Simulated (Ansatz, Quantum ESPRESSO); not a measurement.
## Evanescent states of HfO2, fluorite type, lattice constant set to 4.993 Å: the same in Ansatz

Ansatz 0.2.0; plane-wave DFT, LDA, Ansatz PAW.

As a check, the same structure is run in Ansatz.

input.yaml reads:

```yaml
crystal:
  lattice:
    - [3.5305841585, 0.0, 0.0]
    - [0.0, 3.5305841585, 0.0]
    - [0.0, 0.0, 4.993]
  atoms:
    - { symbol: Hf, position: [0.0, 0.0, 0.0] }
    - { symbol: O, position: [0.5, 0.0, 0.25] }
    - { symbol: O, position: [0.0, 0.5, 0.25] }
    - { symbol: Hf, position: [0.5, 0.5, 0.5] }
    - { symbol: O, position: [0.5, 0.0, 0.75] }
    - { symbol: O, position: [0.0, 0.5, 0.75] }
kpoints:
  mp_grid: { grid: [8, 8, 6] }
hamiltonian:
  xc: lda
scf:
  occupations: { method: fixed }
  convergence: { dr2_threshold: 1.0e-09 }
output:
  transmission:
    leads: [[0, 0]]
    kpoints: [[0, 0], [0.5, 0], [0.5, 0.5], [0.25, 0]]
    e_range: [-1.92, 7.44]
    de: 0.24
```

On the command line:

```sh
$ ansatz run input.yaml --threads 2 --pin off --max-ram 4096MiB --backend cpu --events-out ev --progress --plain --runs-dir out
```

Q: Predict the peak of the smallest κ at the zone centre; peak of the smallest κ at (1/2, 0); peak of the smallest κ at (1/2, 1/2); and im kz of the slowest decaying states against energy.

Inside the gap the slowest decay grows from the band edges towards mid-gap. At its top, κ = 0.27 Å⁻¹, tunnelling falls as exp(−2κL), a factor of 1.7 for each Å.

This step gave:

| Property | Result |
| --- | --- |
| slowest decay at the grid energy nearest mid-gap | 0.268 Å⁻¹ |
| peak of the smallest κ at the zone centre | 0.2680 Å⁻¹ |
| peak of the smallest κ at (1/2, 0) | 0.4938 Å⁻¹ |
| peak of the smallest κ at (1/2, 1/2) | 0.4841 Å⁻¹ |
| peak of the smallest κ at (1/4, 0) | 0.3283 Å⁻¹ |
| valence top, on the run's zero | 16.62 eV |

K across = (0, 0) in the cell's reciprocal vectors; values within 0.0025 1/Å of each other count once, columns are sorted by size at each energy, a dash where no further value was kept. The Im kz of the slowest decaying states by energy, zero at the highest filled level of the SCF mesh:

| energy (eV) | decay 1 (Å⁻¹) | decay 2 (Å⁻¹) | decay 3 (Å⁻¹) |
| --- | --- | --- | --- |
| -1.92 | 0.161 | 0.826 | 0.963 |
| -1.68 | 0.779 | 0.947 | 1.15 |
| -1.20 | 0.650 | 0.915 | 1.11 |
| -0.96 | 0.546 | 0.897 | 1.09 |
| -0.72 | 0.326 | 0.880 | 1.07 |
| -0.24 | 0.145 | 0.445 | 0.842 |
| 0.00 | 0.0191 | 0.177 | 0.514 |
| 0.24 | 0.132 | 0.202 | 0.562 |
| 0.72 | 0.218 | 0.236 | 0.629 |
| 0.96 | 0.246 | 0.653 | 0.730 |
| 1.20 | 0.257 | 0.269 | 0.673 |
| 1.68 | 0.267 | 0.304 | 0.645 |
| 1.92 | 0.268 | 0.318 | 0.612 |
| 2.16 | 0.266 | 0.329 | 0.576 |
| 2.64 | 0.254 | 0.346 | 0.490 |
| 2.88 | 0.241 | 0.351 | 0.437 |
| 3.36 | 0.189 | 0.287 | 0.358 |
| 3.60 | 0.133 | 0.142 | 0.275 |
| 3.84 | 0.357 | 0.512 | 0.752 |
| 4.32 | 0.351 | 0.423 | 0.748 |
| 4.56 | 0.0935 | 0.345 | 0.381 |
| 4.80 | 0.223 | 0.337 | 0.341 |
| 5.28 | 0.259 | 0.315 | 0.327 |
| 5.52 | 0.210 | 0.301 | 0.355 |
| 5.76 | 0.145 | 0.233 | 0.282 |
| 6.24 | 0.233 | 0.398 | 0.401 |
| 6.48 | 0.197 | 0.408 | 0.449 |
| 6.72 | 0.148 | 0.414 | 0.489 |
| 7.20 | 0.420 | 0.549 | 0.608 |
| 7.44 | 0.422 | 0.572 | 0.581 |

K across = (0, 0) in the cell's reciprocal vectors. Re kz of states that move upwards against energy, zero at the highest filled level of the SCF mesh:

| energy (eV) | channel 1 (Å⁻¹) | channel 2 (Å⁻¹) | channel 3 (Å⁻¹) | channel 4 (Å⁻¹) |
| --- | --- | --- | --- | --- |
| -1.92 | -0.436 | -0.298 | - | - |
| -1.44 | -0.364 | -0.225 | 0.216 | 0.216 |
| -0.96 | -0.286 | -0.134 | 0.457 | 0.457 |
| -0.48 | -0.194 | - | - | - |
| 0.00 | - | - | - | - |
| 0.48 | - | - | - | - |
| 0.96 | - | - | - | - |
| 1.44 | - | - | - | - |
| 1.92 | - | - | - | - |
| 2.40 | - | - | - | - |
| 2.88 | - | - | - | - |
| 3.12 | - | - | - | - |
| 3.60 | - | - | - | - |
| 4.08 | 0.221 | 0.367 | 0.380 | - |
| 4.56 | -0.628 | - | - | - |
| 5.04 | -0.410 | - | - | - |
| 5.52 | -0.0950 | - | - | - |
| 6.00 | 0.0596 | - | - | - |
| 6.48 | 0.243 | - | - | - |
| 6.96 | 0.356 | - | - | - |
| 7.44 | 0.203 | 0.460 | - | - |

K across = (1/2, 0) in the cell's reciprocal vectors; values within 0.0025 1/Å of each other count once, columns are sorted by size at each energy, a dash where no further value was kept.

| energy (eV) | decay 1 (Å⁻¹) | decay 2 (Å⁻¹) | decay 3 (Å⁻¹) |
| --- | --- | --- | --- |
| -1.92 | 0.0320 | 0.267 | 1.20 |
| -1.44 | 0.273 | 0.422 | 1.17 |
| -0.96 | 0.364 | 0.512 | 1.14 |
| -0.48 | 0.214 | 0.420 | 0.571 |
| -0.24 | 0.280 | 0.441 | 0.594 |
| 0.00 | 0.329 | 0.457 | 0.612 |
| 0.24 | 0.367 | 0.470 | 0.626 |
| 0.72 | 0.425 | 0.488 | 0.644 |
| 1.20 | 0.467 | 0.495 | 0.651 |
| 1.68 | 0.494 | 0.497 | 0.648 |
| 2.16 | 0.483 | 0.516 | 0.636 |
| 2.64 | 0.463 | 0.519 | 0.621 |
| 2.88 | 0.448 | 0.510 | 0.616 |
| 3.36 | 0.407 | 0.462 | 0.614 |
| 3.84 | 0.341 | 0.358 | 0.620 |
| 4.32 | 0.219 | 0.629 | 0.640 |
| 4.80 | 0.428 | 0.640 | 1.46 |
| 5.28 | 0.465 | 0.653 | - |
| 5.76 | 0.290 | 0.448 | 0.670 |
| 6.00 | 0.344 | 0.427 | 0.680 |
| 6.48 | 0.361 | 0.417 | 0.702 |
| 6.96 | 0.242 | 0.463 | 0.724 |
| 7.44 | 0.124 | 0.491 | 0.741 |

K across = (1/2, 1/2) in the cell's reciprocal vectors; values within 0.0025 1/Å of each other count once, columns are sorted by size at each energy, a dash where no further value was kept. Im kz of the slowest decaying states against energy, zero at the highest filled level of the SCF mesh:

| energy (eV) | decay 1 (Å⁻¹) | decay 2 (Å⁻¹) | decay 3 (Å⁻¹) |
| --- | --- | --- | --- |
| -1.92 | 0.407 | 0.454 | 1.47 |
| -1.68 | 0.0865 | 0.425 | 1.45 |
| -1.44 | 0.270 | 0.283 | 0.440 |
| -1.20 | 0.364 | 0.399 | 0.452 |
| -0.96 | 0.425 | 0.432 | 0.463 |
| -0.72 | 0.406 | 0.471 | 0.486 |
| -0.48 | 0.335 | 0.477 | 0.531 |
| -0.24 | 0.0815 | 0.481 | 0.570 |
| 0.00 | 0.0586 | 0.484 | 0.604 |
| 0.24 | 0.386 | 0.485 | 0.634 |
| 0.72 | 0.481 | 0.579 | 0.684 |
| 0.96 | 0.477 | 0.635 | 0.706 |
| 1.20 | 0.470 | 0.679 | 0.726 |
| 1.44 | 0.461 | 0.714 | 0.745 |
| 1.68 | 0.450 | 0.743 | 0.762 |
| 1.92 | 0.435 | 0.766 | 0.777 |
| 2.16 | 0.417 | 0.786 | 0.792 |
| 2.40 | 0.395 | 0.802 | 0.805 |
| 2.64 | 0.368 | 0.815 | 0.818 |
| 2.88 | 0.333 | 0.826 | 0.830 |
| 3.12 | 0.288 | 0.835 | 0.840 |
| 3.36 | 0.225 | 0.841 | 0.851 |
| 3.60 | 0.112 | 0.845 | 0.860 |
| 3.84 | 0.848 | 0.867 | 1.13 |
| 4.08 | 0.830 | 0.849 | 0.876 |
| 4.32 | 0.791 | 0.849 | 0.883 |
| 4.56 | 0.749 | 0.846 | 0.889 |
| 4.80 | 0.701 | 0.842 | 0.895 |
| 5.28 | 0.569 | 0.830 | 0.903 |
| 5.52 | 0.420 | 0.821 | 0.907 |
| 5.76 | 0.395 | 0.810 | 0.870 |
| 6.00 | 0.460 | 0.797 | 0.825 |
| 6.24 | 0.500 | 0.774 | 0.782 |
| 6.48 | 0.528 | 0.712 | 0.764 |
| 6.72 | 0.549 | 0.631 | 0.743 |
| 6.96 | 0.223 | 0.565 | 0.717 |
| 7.20 | 0.578 | 0.687 | 0.829 |
| 7.44 | 0.588 | 0.650 | 0.878 |

K across = (1/4, 0) in the cell's reciprocal vectors; values within 0.0025 1/Å of each other count once, columns are sorted by size at each energy, a dash where no further value was kept.

| energy (eV) | decay 1 (Å⁻¹) | decay 2 (Å⁻¹) | decay 3 (Å⁻¹) |
| --- | --- | --- | --- |
| -1.92 | 0.109 | 0.274 | 0.653 |
| -1.44 | 0.483 | 1.40 | - |
| -0.96 | 0.301 | 0.589 | 0.652 |
| -0.48 | 0.0981 | 0.410 | 0.655 |
| -0.24 | 0.108 | 0.162 | 0.445 |
| 0.00 | 0.179 | 0.203 | 0.472 |
| 0.24 | 0.225 | 0.233 | 0.494 |
| 0.72 | 0.276 | 0.288 | 0.525 |
| 1.20 | 0.305 | 0.330 | 0.544 |
| 1.68 | 0.322 | 0.358 | 0.552 |
| 2.16 | 0.328 | 0.375 | 0.551 |
| 2.64 | 0.324 | 0.383 | 0.540 |
| 2.88 | 0.317 | 0.382 | 0.530 |
| 3.36 | 0.288 | 0.367 | 0.500 |
| 3.84 | 0.219 | 0.314 | 0.445 |
| 4.32 | 0.325 | 0.597 | 0.641 |
| 4.80 | 0.0818 | 0.471 | 0.515 |
| 5.28 | 0.293 | 0.457 | 0.538 |
| 5.76 | 0.224 | 0.335 | 0.410 |
| 6.00 | 0.289 | 0.336 | 0.386 |
| 6.48 | 0.305 | 0.325 | 0.363 |
| 6.96 | 0.198 | 0.226 | 0.254 |
| 7.44 | 0.258 | 0.401 | 0.410 |

[Logs are printed without paths, hosts, clocks, repeated set-up lines and the standing remarks that a program may print on its own settings, such as how far it seeks lower states.]

[Hosts, paths, dates, database ids (printed as entryN), source tags and the programs' standing remarks are cut or masked in the printed files.]

[Maps of the electrostatic potential energy from Ansatz leave out the sawtooth potential of an applied field or a dipole correction, so their vacuum need not be flat; planar profiles and work functions include it.]
